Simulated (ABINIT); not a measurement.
# AlBTe3 (Pm-3m): zone-centre phonons, part 2 of 4

Which modes does AlBTe3 (Pm-3m) have at the zone centre?

ABINIT 10.8.3; DFT LDA, scalar-relativistic, plane waves, PseudoDojo norm-conserving pseudopotentials.

So far. Step 4 (Relaxation): The volume changes by -1.3 % in this run and stands -0.1 % from the first cell. Step 5 (Ground state): The cell stands at -0.57 GPa: the relaxation ran with a smoothed and higher cutoff, and the difference is a stress of the finite basis. The relaxed cell has a = 4.809 Å (conventional setting).

The structure was built from a prototype and need not be the compound's stable phase.

### Step 6. Linear response at Γ

At q = 0 one unit cell holds all displacements. The response is solved for single atoms along the cell's directions, and symmetry skips those that follow from others. The crystal is treated as a metal, which screens a static field, so no field response is asked.

dfpt_gamma.abi

```

# common to the responses
getwfk_filepath "gso_WFK"
kptopt 2
nqpt 1
qpt 0.0 0.0 0.0
asr 0
chneut 0

# displacements
rfphon 1
rfatpol 1 5
rfdir 1 1 1
tolvrs 1.0d-10
prtwf 0

# basis, mesh and filling
ecut 34.0
ngkpt 6 6 6
nshiftk 1
shiftk 0.0 0.0 0.0
istwfk *1
occopt 7
tsmear 0.01
nband 37
nstep 100
diemac 1000000.0
prtebands 0
prtgsr 0
useylm 1

# cell and atoms
acell 9.087507568 9.087507568 9.087507568
rprim 
    1.0 0.0 0.0
    0.0 1.0 0.0
    0.0 0.0 1.0
ntypat 3
znucl 13 5 52
natom 5
typat 1 2 3 3 3
xred 
    0.0 0.0 0.0
    0.5 0.5 0.5
    0.5 0.5 0.0
    0.5 0.0 0.5
    0.0 0.5 0.5
pp_dirpath "./pseudo"
pseudos "Al.upf, B.upf, Te.upf"
```

On the command line:

```sh
$ OMP_NUM_THREADS=1 mpirun -n 4 abinit dfpt_gamma.abi > dfpt_gamma.log
```

Numbers of over 12 decimals in the logs are rounded to 6 here.

dfpt_gamma.abo, the main output file:

```text
[banners, grids, parts of the stress and lines that vanish by symmetry left out]
- input  file    -> dfpt_gamma.abi
- output file    -> dfpt_gamma.abo
- root for input  files -> dfpt_gammai
- root for output files -> dfpt_gammao

 Symmetries : space group Pm -3 m (#221); Bravais cP (primitive cubic)
================================================================================
 Values of the parameters that define the memory need of the present run (RF).
     intxc =       0      iscf =       7    lmnmax =      18     lnmax =       6
     mgfft =      48  mpssoang =       3    mqgrid =    3001     natom =       5
  nloc_mem =       1    nspden =       1   nspinor =       1    nsppol =       1
      nsym =      48    n1xccc =    2501    ntypat =       3    occopt =       7
   xclevel =       1
-    mband =          37        mffmem =           1         mkmem =          28
-   mkqmem =          28        mk1mem =          28           mpw =        7123
      nfft =      110592          nkpt =         112
- my_mband =          37
================================================================================
================================================================================

--------------------------------------------------------------------------------
------------- Echo of variables that govern the present computation ------------
--------------------------------------------------------------------------------
-
- outvars: echo of selected default values
-   iomode0 =  0 , fftalg0 =312 , wfoptalg0 =  0
-
- outvars: echo of global parameters not present in the input file
-  max_nthreads =    1
-
 -outvars: echo values of preprocessed input variables
 [... echo left out ...]
================================================================================

 chkinp: Checking input parameters for consistency.

[...]
== DATASET  1 ==================================================================
-   mpi_nproc: 4, omp_nthreads: 1 (-1 if OMP is not activated)

--- !DatasetInfo
iteration_state: {dtset: 1, }
dimensions: {natom: 5, nkpt: 112, mband: 37, nsppol: 1, nspinor: 1, nspden: 1, mpw: 7123, }
cutoff_energies: {ecut:  34.0, pawecutdg:  -1.0, }
electrons: {nelect:   5.40000000E+01, charge:   0.00000000E+00, occopt:   7.00000000E+00, tsmear:   1.00000000E-02, }
meta: {optdriver: 1, rfphon: 1, }
...

 mkfilename: getwfk from: gso_WFK

 Real(R)+Recip(G) space primitive vectors, cartesian coordinates (Bohr,Bohr^-1):
 R(1)=  9.0875076  0.0000000  0.0000000  G(1)=  0.1100412  0.0000000  0.0000000
 R(2)=  0.0000000  9.0875076  0.0000000  G(2)=  0.0000000  0.1100412  0.0000000
 R(3)=  0.0000000  0.0000000  9.0875076  G(3)=  0.0000000  0.0000000  0.1100412
 Unit cell volume ucvol=  7.5047176E+02 bohr^3
 Angles (23,13,12)=  9.00000000E+01  9.00000000E+01  9.00000000E+01 degrees
 setup1 : take into account q-point for computing boxcut.

 getcut: wavevector=  0.0000  0.0000  0.0000  ngfft=  48  48  48
         ecut(hartree)=     34.000   => boxcut(ratio)=   2.01230

--- Pseudopotential description ------------------------------------------------
- pspini: atom type   1  psp file is ./pseudo/Al.upf

- pspini: atom type   2  psp file is ./pseudo/B.upf

- pspini: atom type   3  psp file is ./pseudo/Te.upf

   6.06061820E+03                                ecore*ucvol(ha*bohr**3)
--------------------------------------------------------------------------------

 ==>  initialize data related to q vector <==

 The list of irreducible perturbations for this q vector is:
    1)    idir= 1    ipert=   1
    2)    idir= 1    ipert=   2
    3)    idir= 1    ipert=   3
    4)    idir= 3    ipert=   3

[...]
The perturbation idir=   2  ipert=   1 is
 symmetric of a previously calculated perturbation.
 So, its SCF calculation is not needed.

 The perturbation idir=   3  ipert=   1 is
 symmetric of a previously calculated perturbation.
 So, its SCF calculation is not needed.

 The perturbation idir=   2  ipert=   2 is
 symmetric of a previously calculated perturbation.
 So, its SCF calculation is not needed.

 The perturbation idir=   3  ipert=   2 is
 symmetric of a previously calculated perturbation.
 So, its SCF calculation is not needed.

[...]
The perturbation idir=   2  ipert=   5 is
 symmetric of a previously calculated perturbation.
 So, its SCF calculation is not needed.

 The perturbation idir=   3  ipert=   5 is
 symmetric of a previously calculated perturbation.
 So, its SCF calculation is not needed.

--------------------------------------------------------------------------------
 Perturbation wavevector (in red.coord.)   0.000000  0.000000  0.000000
 Perturbation : displacement of atom   1   along direction   1
 Found     8 symmetries that leave the perturbation invariant.

[...]
dfpt_looppert : total number of electrons, from k and k+q
  fully or partially occupied states are    5.400000E+01 and    5.400000E+01.
 Initialisation of the first-order wave-functions :
  ireadwf=   0

--- !BeginCycle
iteration_state: {dtset: 1, }
solver: {iscf: 7, nstep: 100, nline: 4, wfoptalg: 0, }
tolerances: {tolvrs: 1.00E-10, }
...

     iter   2DEtotal(Ha)        deltaE(Ha) residm    vres2
-ETOT  1 -0.727299     -5.014E+01 9.786E-01 2.548E+02
 ETOT  2 -0.790883     -6.358E-02 9.085E-02 1.771E+00
 ETOT  3 -0.791536     -6.536E-04 2.087E-02 9.921E-01
 ETOT  4 -0.791828     -2.921E-04 1.827E-03 6.589E-03
 ETOT  5 -0.791833     -4.678E-06 1.244E-03 1.614E-04
[...]
At SCF step   10       vres2   =  1.11E-11 < tolvrs=  1.00E-10 =>converged.
[...]
Mean square residual over all n,k,spin=   70.536E-10; max=  60.041E-07

 Thirteen components of 2nd-order total energy (hartree) are
 1,2,3: 0th-order hamiltonian combined with 1st-order wavefunctions
     kin0=   4.03085730E+01 eigvalue=  -2.48999170E+00  local=  -2.57035698E+01
 4,5,6: 1st-order hamiltonian combined with 1st and 0th-order wfs
 loc psp =  -3.11844999E+00  Hartree=   1.02515395E+01     xc=  -3.79573901E+00
 note that "loc psp" includes a xc core correction that could be resolved
 7,8,9: eventually, occupation + non-local contributions
    edocc=   4.56602355E+00     enl0=   2.70673969E+01   enl1=  -9.72900148E+01
 1-9 gives the relaxation energy (to be shifted if some occ is /=2.0)
   erelax=  -5.02042324E+01
 10,11,12 Non-relaxation  contributions : frozen-wavefunctions and Ewald
 fr.local=  -6.76210984E+01 fr.nonlo=   4.75665805E+01  Ewald=   7.05237268E+01
 13,14 Frozen wf xc core corrections (1) and (2)
 frxc 1  =  -8.19419845E+00  frxc 2 =   7.13738863E+00
 Resulting in :
 2DEtotal=   -0.7918332316E+00 Ha. Also 2DEtotal=   -0.215468799066E+02 eV
    (2DErelax=   -5.0204232382E+01 Ha. 2DEnonrelax=    4.9412399151E+01 Ha)
    (  non-var. 2DEtotal :   -7.9183323046E-01 Ha)

[...]
Perturbation wavevector (in red.coord.)   0.000000  0.000000  0.000000
 Perturbation : displacement of atom   2   along direction   1
 Found     8 symmetries that leave the perturbation invariant.

[...]
dfpt_looppert : total number of electrons, from k and k+q
  fully or partially occupied states are    5.400000E+01 and    5.400000E+01.
 Initialisation of the first-order wave-functions :
  ireadwf=   0

--- !BeginCycle
iteration_state: {dtset: 1, }
solver: {iscf: 7, nstep: 100, nline: 4, wfoptalg: 0, }
tolerances: {tolvrs: 1.00E-10, }
...

     iter   2DEtotal(Ha)        deltaE(Ha) residm    vres2
-ETOT  1   2.891213     -4.339E+02 3.490E+00 4.512E+03
[...]
At SCF step   10       vres2   =  8.30E-11 < tolvrs=  1.00E-10 =>converged.
[...]
Mean square residual over all n,k,spin=   45.018E-08; max=  42.362E-05

 Thirteen components of 2nd-order total energy (hartree) are
 1,2,3: 0th-order hamiltonian combined with 1st-order wavefunctions
     kin0=   3.91398411E+02 eigvalue=  -9.64000955E+00  local=  -1.61220067E+02
 4,5,6: 1st-order hamiltonian combined with 1st and 0th-order wfs
 loc psp =  -1.70315652E+02  Hartree=   4.46635947E+01     xc=  -1.19005680E+01
 note that "loc psp" includes a xc core correction that could be resolved
 7,8,9: eventually, occupation + non-local contributions
    edocc=   1.47186383E+01     enl0=   1.67575632E+02   enl1=  -7.00875609E+02
 1-9 gives the relaxation energy (to be shifted if some occ is /=2.0)
   erelax=  -4.35595631E+02
 10,11,12 Non-relaxation  contributions : frozen-wavefunctions and Ewald
 fr.local=   1.28587752E+01 fr.nonlo=   3.54349746E+02  Ewald=   7.05237268E+01
 13,14 Frozen wf xc core corrections (1) and (2)
 frxc 1  =  -6.42357587E+00  frxc 2 =   5.48165536E+00
 Resulting in :
 2DEtotal=    0.1194696650E+01 Ha. Also 2DEtotal=    0.325093519830E+02 eV
    (2DErelax=   -4.3559563061E+02 Ha. 2DEnonrelax=    4.3679032726E+02 Ha)
    (  non-var. 2DEtotal :    1.1946966108E+00 Ha)

[...]
Perturbation wavevector (in red.coord.)   0.000000  0.000000  0.000000
 Perturbation : displacement of atom   3   along direction   1
 Found     4 symmetries that leave the perturbation invariant.

[...]
dfpt_looppert : total number of electrons, from k and k+q
  fully or partially occupied states are    5.400000E+01 and    5.400000E+01.
 Initialisation of the first-order wave-functions :
  ireadwf=   0

--- !BeginCycle
iteration_state: {dtset: 1, }
solver: {iscf: 7, nstep: 100, nline: 4, wfoptalg: 0, }
tolerances: {tolvrs: 1.00E-10, }
...

     iter   2DEtotal(Ha)        deltaE(Ha) residm    vres2
-ETOT  1   7.350917     -4.115E+04 4.562E+01 8.053E+01
[...]
At SCF step   11       vres2   =  3.52E-12 < tolvrs=  1.00E-10 =>converged.
[...]
Mean square residual over all n,k,spin=   38.516E-09; max=  50.228E-06

 Thirteen components of 2nd-order total energy (hartree) are
 1,2,3: 0th-order hamiltonian combined with 1st-order wavefunctions
     kin0=   4.75217408E+04 eigvalue=   6.71049787E+03  local=  -2.37701707E+04
 4,5,6: 1st-order hamiltonian combined with 1st and 0th-order wfs
 loc psp =  -1.02478703E+04  Hartree=   3.37788688E+03     xc=  -5.17324830E+02
 note that "loc psp" includes a xc core correction that could be resolved
 7,8,9: eventually, occupation + non-local contributions
    edocc=   3.10853977E+01     enl0=   7.80128504E+03   enl1=  -7.20621307E+04
 1-9 gives the relaxation energy (to be shifted if some occ is /=2.0)
   erelax=  -4.11550005E+04
 10,11,12 Non-relaxation  contributions : frozen-wavefunctions and Ewald
 fr.local=   4.79847158E+03 fr.nonlo=   3.60324893E+04  Ewald=   1.01608873E+02
 13,14 Frozen wf xc core corrections (1) and (2)
 frxc 1  =  -9.77943080E+02  frxc 2 =   1.20101821E+03
 Resulting in :
 2DEtotal=    0.6443759545E+00 Ha. Also 2DEtotal=    0.175343629842E+02 eV
    (2DErelax=   -4.1155000489E+04 Ha. 2DEnonrelax=    4.1155644865E+04 Ha)
    (  non-var. 2DEtotal :    6.4437605530E-01 Ha)

[...]
Perturbation wavevector (in red.coord.)   0.000000  0.000000  0.000000
 Perturbation : displacement of atom   3   along direction   3
 Found     8 symmetries that leave the perturbation invariant.

--------------------------------------------------------------------------------

--------------------------------------------------------------------------------

 dfpt_looppert : total number of electrons, from k and k+q
  fully or partially occupied states are    5.400000E+01 and    5.400000E+01.
 Initialisation of the first-order wave-functions :
  ireadwf=   0

--- !BeginCycle
iteration_state: {dtset: 1, }
solver: {iscf: 7, nstep: 100, nline: 4, wfoptalg: 0, }
tolerances: {tolvrs: 1.00E-10, }
...

     iter   2DEtotal(Ha)        deltaE(Ha) residm    vres2
-ETOT  1   12.245460620142     -4.118E+04 5.565E+01 2.472E+02
[...]
ETOT  9   5.884774     -5.093E-11 6.202E-05 1.782E-08
 ETOT 10   5.884774     -3.274E-10 3.291E-05 7.099E-11

 At SCF step   10       vres2   =  7.10E-11 < tolvrs=  1.00E-10 =>converged.
[...]
Mean square residual over all n,k,spin=   41.525E-09; max=  32.912E-06

 Thirteen components of 2nd-order total energy (hartree) are
 1,2,3: 0th-order hamiltonian combined with 1st-order wavefunctions
     kin0=   4.75713690E+04 eigvalue=   6.71387476E+03  local=  -2.37756865E+04
 4,5,6: 1st-order hamiltonian combined with 1st and 0th-order wfs
 loc psp =  -1.02311575E+04  Hartree=   3.36979531E+03     xc=  -5.13940578E+02
 note that "loc psp" includes a xc core correction that could be resolved
 7,8,9: eventually, occupation + non-local contributions
    edocc=   4.39496640E+01     enl0=   7.77234636E+03   enl1=  -7.21322585E+04
 1-9 gives the relaxation energy (to be shifted if some occ is /=2.0)
   erelax=  -4.11817080E+04
 10,11,12 Non-relaxation  contributions : frozen-wavefunctions and Ewald
 fr.local=   4.28386544E+03 fr.nonlo=   3.60429714E+04  Ewald=   6.37535703E+02
 13,14 Frozen wf xc core corrections (1) and (2)
 frxc 1  =  -9.77859054E+02  frxc 2 =   1.20107926E+03
 Resulting in :
 2DEtotal=    0.5884773821E+01 Ha. Also 2DEtotal=    0.160132853417E+03 eV
    (2DErelax=   -4.1181707964E+04 Ha. 2DEnonrelax=    4.1187592738E+04 Ha)
    (  non-var. 2DEtotal :    5.8847662292E+00 Ha)

[...]
---- first-order wavefunction calculations are completed ----

 ==> Compute Derivative Database <==

 [... matrices left out ...]
  Phonon wavevector (reduced coordinates) :  0.00000  0.00000  0.00000
 Phonon energies in Hartree :
  -4.659223E-04 -4.659223E-04 -4.659223E-04 -1.648556E-05 -1.648556E-05
  -1.648556E-05  1.384303E-04  1.384303E-04  1.384303E-04  3.316928E-04
   3.316928E-04  3.316928E-04  1.000376E-03  1.000376E-03  1.000376E-03
 Phonon frequencies in cm-1    :
- -1.022581E+02 -1.022581E+02 -1.022581E+02 -3.618163E+00 -3.618163E+00
- -3.618163E+00  3.038193E+01  3.038193E+01  3.038193E+01  7.279815E+01
-  7.279815E+01  7.279815E+01  2.195572E+02  2.195572E+02  2.195572E+02

== END DATASET(S) ==============================================================
================================================================================

 -outvars: echo values of variables after computation
            acell      9.0875075680E+00  9.0875075680E+00  9.0875075680E+00 Bohr
           etotal      5.8847738211E+00
            fcart      0.0000000000E+00  0.0000000000E+00  0.0000000000E+00
           strten      0.0000000000E+00  0.0000000000E+00  0.0000000000E+00
================================================================================
```

Wall time 7.9 min (4 MPI ranks of Arm Neoverse V1, shared host).

This step gave:

| Property | Result |
| --- | --- |
| largest acoustic frequency at the zone centre before the sum rule | -3.62 cm⁻¹ |
| highest optical zone-centre mode (no LO-TO term) | 219.6 cm⁻¹ |
| lowest optical zone-centre mode | -102.3 cm⁻¹ |

The acoustic modes at Γ come out as far as 3.6 cm⁻¹ from zero, where they should vanish, a small numerical error. The lowest optical mode is imaginary, 102i cm⁻¹, an instability at this level and on this k mesh.

(Continued in part 3 of 4.)

[Host names and launcher messages were left out of these logs when they were recorded.]

[Logs are printed without paths, hosts, clocks, repeated set-up lines and the standing remarks that a program may print on its own settings, such as how far it seeks lower states.]

[Hosts, paths, dates, database ids (printed as entryN), source tags and the programs' standing remarks are cut or masked in the printed files.]
